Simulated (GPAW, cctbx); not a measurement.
## Reading charge transfer from structure factors

GaBiPd2, P6_3/mmc (no. 194), a = 4.8420 Å, b = 4.8420 Å, c = 7.7628 Å, α = 90.00°, β = 90.00°, γ = 120.00°.

```csv
atom,mult.,x,y,z
Bi1,2,0,0,1/2
Pd1,4,1/3,2/3,0.9250
Ga1,2,2/3,1/3,3/4
```

The cell comes from substitution in a known structure type and wasn't matched to any measured phase.

Absolute values of the static structure factors of the conventional cell from DFT (PBE, GPAW) against free spherical atoms, in electrons:

```
hkl  d (Å)  free atoms  crystal
100  4.193       41.65    41.80
002  3.881      194.52   194.21
101  3.689       17.30    17.01
102  2.849      124.71   124.82
110  2.421      335.89   334.74
103  2.202      163.19   162.20
200  2.097       40.84    41.20
112  2.054      168.15   167.79
201  2.024       13.95    13.58
004  1.941      135.03   135.13
```

**Question.** Which way does charge move, and which reflections show it best?

Project each element's phase sum on the total phase. At low angle |F| should rise if density moves to atoms that scatter in phase and fall if it moves to atoms that scatter against it.

| hkl | Bi in phase | Pd in phase | Ga in phase | change (e) | (%) |
| --- | --- | --- | --- | --- | --- |
| 100 | +2.0 | -2.0 | -1.0 | +0.15 | +0.4 |
| 002 | +2.0 | +2.4 | -2.0 | -0.31 | -0.2 |
| 101 | 0.0 | +1.6 | -1.7 | -0.29 | -1.7 |
| 102 | +2.0 | -1.2 | +1.0 | +0.11 | +0.1 |
| 110 | +2.0 | +4.0 | +2.0 | -1.15 | -0.3 |
| 103 | 0.0 | +3.4 | +1.7 | -0.99 | -0.6 |
| 200 | +2.0 | -2.0 | -1.0 | +0.36 | +0.9 |
| 112 | +2.0 | +2.4 | -2.0 | -0.36 | -0.2 |

Low-angle reflections that set elements apart and change by more than 0.05 e: 100, 002, 101, 102, 103, 200 and 112. The real-space density gives Voronoi charges Bi +0.03, Pd +0.04, Ga -0.12 e. The signs that these charges predict hold for 002, 101, 102 and 112 and fail for 100, 103 and 200, so the simple rule can't give the direction here. The reflections see the density near the nuclei and the atoms' change of size and shape; Voronoi cells count what crosses the midplanes.

[Outputs are excerpts: Python notices, other lines and further rows are left out; steps that failed or that the build refused (PBEsol, TPSS) are not shown.]

[Logs are printed without paths, hosts, clocks, repeated set-up lines and the standing remarks that a program may print on its own settings, such as how far it seeks lower states.]
